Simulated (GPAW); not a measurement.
Consider BaNi2P4 (I4/mmm).

```xyz
7
Lattice="-3.2657 3.2657 2.8824 3.2657 -3.2657 2.8824 3.2657 3.2657 -2.8824" Properties=species:S:1:pos:R:3 pbc="T T T"
Ba    0.0000    0.0000    0.0000
Ni    0.0000    3.2657    1.4412
Ni    3.2657    0.0000    1.4412
P     3.2657    1.6795    0.0000
P     1.6795    3.2657    0.0000
P     1.5862    0.0000    2.8824
P     0.0000    1.5862    2.8824
```

Absorber: atom 2, with 4 P at 2.21 Å (distorted tetrahedral, site symmetry -4m2). Method: GPAW, LDA, excited-electron core hole (neutral cell), 21-atom cell with 6.5 Å between holes, 3×3×3 k points, dipole transitions, Gaussian full width 1.44 eV up to 4 eV, rising linearly to 3.5 eV at 25 eV.

Q: What does the Ni K edge look like?

Main maxima up to 30 eV above the zero (height): 7.1 eV (1.23), 10.8 eV (1.35), 21.4 eV (1.31) and 28.6 eV (1.31). A K edge sees empty p states, which here mix into the lowest empty bands, so that weight starts at the zero. The total-energy difference is 8312.19 eV. The tabulated edge of the element is 8333 eV. The functional leaves an error in such absolute values: in the free atom LDA prices this hole 17.6 eV below PBE (computed apart), and PBE is itself good to a few eV.

The Ni K spectrum (energy from the lowest empty level; intensity scaled to a mean of 1 over the first 20 eV; polarised curves are means over the symmetry-equivalent atoms):

```
E (eV)  isotropic  ε ⊥ c  ε ∥ c
  -2.0       0.00   0.00   0.00
  -1.0       0.02   0.02   0.03
   0.0       0.16   0.14   0.20
   1.0       0.26   0.22   0.33
   2.0       0.36   0.29   0.52
   3.0       0.65   0.54   0.87
   4.0       0.72   0.63   0.89
   5.0       0.84   0.73   1.04
   6.0       0.99   0.92   1.14
   7.0       1.22   1.26   1.15
   8.0       1.14   1.29   0.85
   9.0       1.15   1.25   0.94
  10.0       1.29   1.29   1.30
  11.0       1.34   1.32   1.40
  12.0       1.24   1.26   1.21
  13.0       1.14   1.18   1.06
  14.0       1.05   1.09   0.96
  15.0       1.05   1.06   1.03
  16.0       1.13   1.14   1.12
  17.0       1.21   1.25   1.12
  18.0       1.23   1.31   1.08
  19.0       1.23   1.31   1.07
  20.0       1.26   1.33   1.13
  21.0       1.31   1.35   1.21
  22.0       1.30   1.29   1.32
  23.0       1.23   1.17   1.36
  24.0       1.15   1.08   1.30
  25.0       1.13   1.07   1.24
  26.0       1.17   1.11   1.28
  27.0       1.24   1.18   1.38
  28.0       1.30   1.21   1.49
  29.0       1.31   1.18   1.55
  30.0       1.26   1.13   1.52
  31.0       1.21   1.11   1.40
  32.0       1.19   1.15   1.27
```

The hole lies in one spin channel, while the script sums the empty states of both and takes the lower zero; where the two channels are split, this blurs and shifts the curve. Quadrupole 1s→3d transitions, which feed the pre-edge, are not in the dipole spectrum. The starting moments shrank to 0.00 μB or less, so this is hardly a magnetic state. The mesh is coarse (0.34 Å⁻¹ between points), so small maxima may be mesh ripples. Lifetime broadening is put in by hand, and intensities beyond about 20 eV depend on it and on the partial waves. The structure is a computed Materials Project entry and may be a hypothetical form.

[Banner, clock and machine lines of the logs are left out without a mark of their own.]

[Logs are printed without paths, hosts, clocks, repeated set-up lines and the standing remarks that a program may print on its own settings, such as how far it seeks lower states.]

[Hosts, paths, dates, database ids (printed as entryN), source tags and the programs' standing remarks are cut or masked in the printed files.]

[Lists of maxima count a maximum above −3 eV only where it reaches 4 % of the highest in the window and stands out from its surroundings by 2 % of it (1.5 % where it reaches 55 %); shoulders and weaker maxima are passed over, and of the rest the first, up to two pre-edge ones and the few strongest are named.]
